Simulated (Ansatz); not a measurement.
# Cl-CC-Cl chair bilayer (AA) in a perpendicular field, part 2 of 2

Wanted: the out-of-plane response of the Cl-CC-Cl chair bilayer (AA). A positive field points along +c.

Ansatz 0.2.0; plane-wave DFT, RPBE-D3(BJ), Ansatz PAW (the session's first sound run).

So far. Step 9 (Field on, atoms free, field 0.1 V/Å): The dipole is 0.0429 e·Å, and the gap on the mesh 1.119 eV. Step 10 (Relaxing in the field, field -0.1 V/Å): The dipole is -0.0429 e·Å, and the gap on the mesh 1.119 eV.

## 11. Response, atoms relaxed (continued)

Table of dipole of the cell by applied field:

```csv
applied field (V/Å),dipole of the cell (e·Å)
-0.1000,-0.0429
0.1000,0.0429
```

Local field over the applied field, running mean. From the potentials at -0.1 and 0.1 V/Å; running mean over 2.5 Å. Local field over applied field against z:

```csv
z (Å),local field over applied field
5,0.999
6,0.987
7,0.851
8,0.553
9,0.247
10,0.0601
11,0.0324
12,0.0630
13,0.226
14,0.331
15,0.324
16,0.185
17,0.0364
18,0.0327
19,0.124
20,0.322
21,0.645
22,0.928
23,0.994
24,1.000
```

Electrons, planar mean, per unit field. The induced electron density by z:

```csv
z (Å),induced electron density (e/Å³ per V/Å)
5,3.2e-6
6,4.7e-5
7,6.0e-4
8,0.00598
9,-5.5e-4
10,-0.00484
11,4.3e-5
12,0.00428
13,6.1e-4
14,-0.00413
15,0.00717
16,-0.00216
17,-0.00391
18,1.7e-4
19,0.00468
20,-0.00423
21,-0.00319
22,-2.8e-4
23,-2.0e-5
24,-1.4e-6
```

The induced dipole is that of a conductor 11.04 Å thick.

## 12. A changed input

This step: plane-wave DFT, RPBE-D3(BJ), Ansatz PAW (Ansatz 0.2.0).

A run with a changed input: it repeats the earlier run at 0.1 V/Å with efield.dipole_correction from true to false and efield.ramp_width from 0.06 to 0.15.

File input.yaml:

```yaml
crystal:
  lattice:
    - [2.8485099391, 0.0, 0.0]
    - [-1.4242549695, 2.4668819702, 0.0]
    - [0.0, 0.0, 28.6900578639]
  atoms:
    - { symbol: Cl, position: [0.6666666667, 0.3333333333, 0.31369752] }
    - { symbol: C, position: [0.6666666667, 0.3333333333, 0.3745769262] }
    - { symbol: C, position: [0.3333333333, 0.6666666667, 0.3917608156] }
    - { symbol: Cl, position: [0.3333333333, 0.6666666667, 0.4526791648] }
    - { symbol: Cl, position: [0.6666666667, 0.3333333333, 0.5473208352] }
    - { symbol: C, position: [0.6666666667, 0.3333333333, 0.6082391844] }
    - { symbol: C, position: [0.3333333333, 0.6666666667, 0.6254230738] }
    - { symbol: Cl, position: [0.3333333333, 0.6666666667, 0.68630248] }
kpoints:
  mp_grid: { grid: [24, 24, 1] }
  band_path:
    path: [[0, 0, 0], [0.5, 0, 0], [0.33333333, 0.33333333, 0], [0, 0, 0]]
    npoints: 16
hamiltonian:
  xc: rpbe
  dispersion: d3bj
scf:
  occupations: { method: fermi_dirac, width: 0.02585 }
  convergence: { dr2_threshold: 1.0e-10 }
efield:
  axis: 3
  dipole_correction: false
  ramp_position: 0.97
  ramp_width: 0.15
  amplitude: 0.1
output:
  write_potential: true
  write_density: true
  volumetric_format: npy
```

Started as:

```bash
$ ansatz run input.yaml --threads 4 --pin off --max-ram 6144MiB --backend cpu --events-out ev --progress --plain --runs-dir out
```

Wall time 18 s (4 threads of Arm Neoverse V1, shared host); peak memory 0.7 GiB; 72 s of CPU time.

```csv
quantity,this run,earlier run,difference
dipole along the normal (e·Å),0.06823,0.04232,0.026
gap along the path (eV),1.054,1.115,-0.061
smallest direct gap along the path (eV),1.054,1.115,-0.061
gap on the k-mesh (eV),1.054,1.115,-0.061
```

With the dipole correction off, the periodic images add a field of their own to the typed one.

What moves beyond 0.01 in its unit (for the dipole 0.5 % and 5e-5 e·Å): dipole along the normal (+0.0259 e·Å), gap along the path (-0.0611 eV), smallest direct gap along the path (-0.0611 eV) and gap on the k-mesh (-0.0611 eV).

These numbers are not those of the isolated slab.

## 13. A changed input

This step: plane-wave DFT, RPBE-D3(BJ), Ansatz PAW, but for the change named below (Ansatz 0.2.0).

Another changed input: it repeats the earlier run at 0.1 V/Å with hamiltonian.pseudopotentials to kind: paw, source: jth, scf.mixing.algorithm to msr1 and scf.mixing.beta to 0.1.

Edit input.yaml of step 12 so:

```diff
@@ -22,2 +22,3 @@
   dispersion: d3bj
+  pseudopotentials: { kind: paw, source: jth }
 scf:
@@ -25,7 +26,8 @@
   convergence: { dr2_threshold: 1.0e-10 }
+  mixing: { algorithm: msr1, beta: 0.1 }
 efield:
   axis: 3
-  dipole_correction: false
+  dipole_correction: true
   ramp_position: 0.97
-  ramp_width: 0.15
+  ramp_width: 0.06
   amplitude: 0.1
```

It took 78 s on 4 threads; peak memory 2 GiB; 5.1 min of CPU time.

Numbers from this step:

| Property | Result |
| --- | --- |
| gap on the k-mesh | 1.110 eV |
| dipole along the normal | 0.04231 e·Å |
| gap along the path | 1.110 eV |
| smallest direct gap along the path | 1.110 eV |
| gap, the smaller of path and mesh | 1.110 eV |

The electronic bands at the labelled points (eV, zero at the Fermi level of the run, which the smearing sets inside the gap):

```csv
point,band 19,band 20,band 21,band 22,band 23,band 24,band 25,band 26
Γ,-0.71,-0.71,-0.56,-0.56,0.55,1.05,1.32,1.52
halfway,-2.59,-2.40,-1.50,-1.30,1.40,1.52,1.70,2.24
M,-3.21,-3.00,-2.15,-1.92,1.07,1.22,2.44,2.77
halfway,-4.44,-4.14,-3.48,-3.26,2.68,2.72,3.14,3.31
K,-5.24,-5.09,-5.07,-4.90,3.04,3.05,3.63,3.69
halfway,-3.04,-2.92,-2.35,-2.14,1.83,2.18,2.49,3.19
Γ,-0.71,-0.71,-0.56,-0.56,0.55,1.05,1.32,1.52
```

```csv
quantity,this run,earlier run,difference
dipole along the normal (e·Å),0.04231,0.04232,-9.8e-6
gap along the path (eV),1.110,1.115,-0.0053
smallest direct gap along the path (eV),1.110,1.115,-0.0053
gap on the k-mesh (eV),1.110,1.115,-0.0054
```

Nothing in the table moves by 0.01 in its unit (for the dipole 0.5 % and 5e-5 e·Å). The run took 15 SCF cycles against 12.

The path shows a direct gap of 1.11 eV (valence top at Γ, conduction bottom at Γ).

## 14. Outcome

* gap without field: 1.17 eV
* ionisation energy, upper face: 3.50 eV
* electron affinity, upper face: 2.34 eV
* equivalent conductor thickness, atoms held: 10.9 Å
* equivalent conductor thickness, atoms relaxed: 11.0 Å

In words: The induced dipole equals that of a perfect conductor 10.90 Å thick, while the outer atoms lie 10.69 Å apart; an out-of-plane ε follows only once a thickness t is chosen, by 1 − 1/ε = 10.90 Å / t. The gap goes from 1.17 eV to 0.48 eV at 0.5 V/Å. Letting the atoms follow the field adds 0.14 Å to the equivalent conductor thickness: the ionic part of the response. With the field reversed it is 0.87 eV at -0.3 V/Å. Semilocal functionals give gaps that are too small, and excitons are not included. RPBE with D3(BJ) overbinds, and the relaxed cell is some per cent too small. With this functional, D3(BJ) tends to leave the relaxed cell short of measured lattice constants, by some per cent.

[Long decimals in the printed logs are rounded to 6 places.]

[Logs are printed without paths, hosts, clocks, repeated set-up lines and the standing remarks that a program may print on its own settings, such as how far it seeks lower states.]

[Hosts, paths, dates, database ids (printed as entryN), source tags and the programs' standing remarks are cut or masked in the printed files.]

[Maps of the electrostatic potential energy from Ansatz leave out the sawtooth potential of an applied field or a dipole correction, so their vacuum need not be flat; planar profiles and work functions include it.]
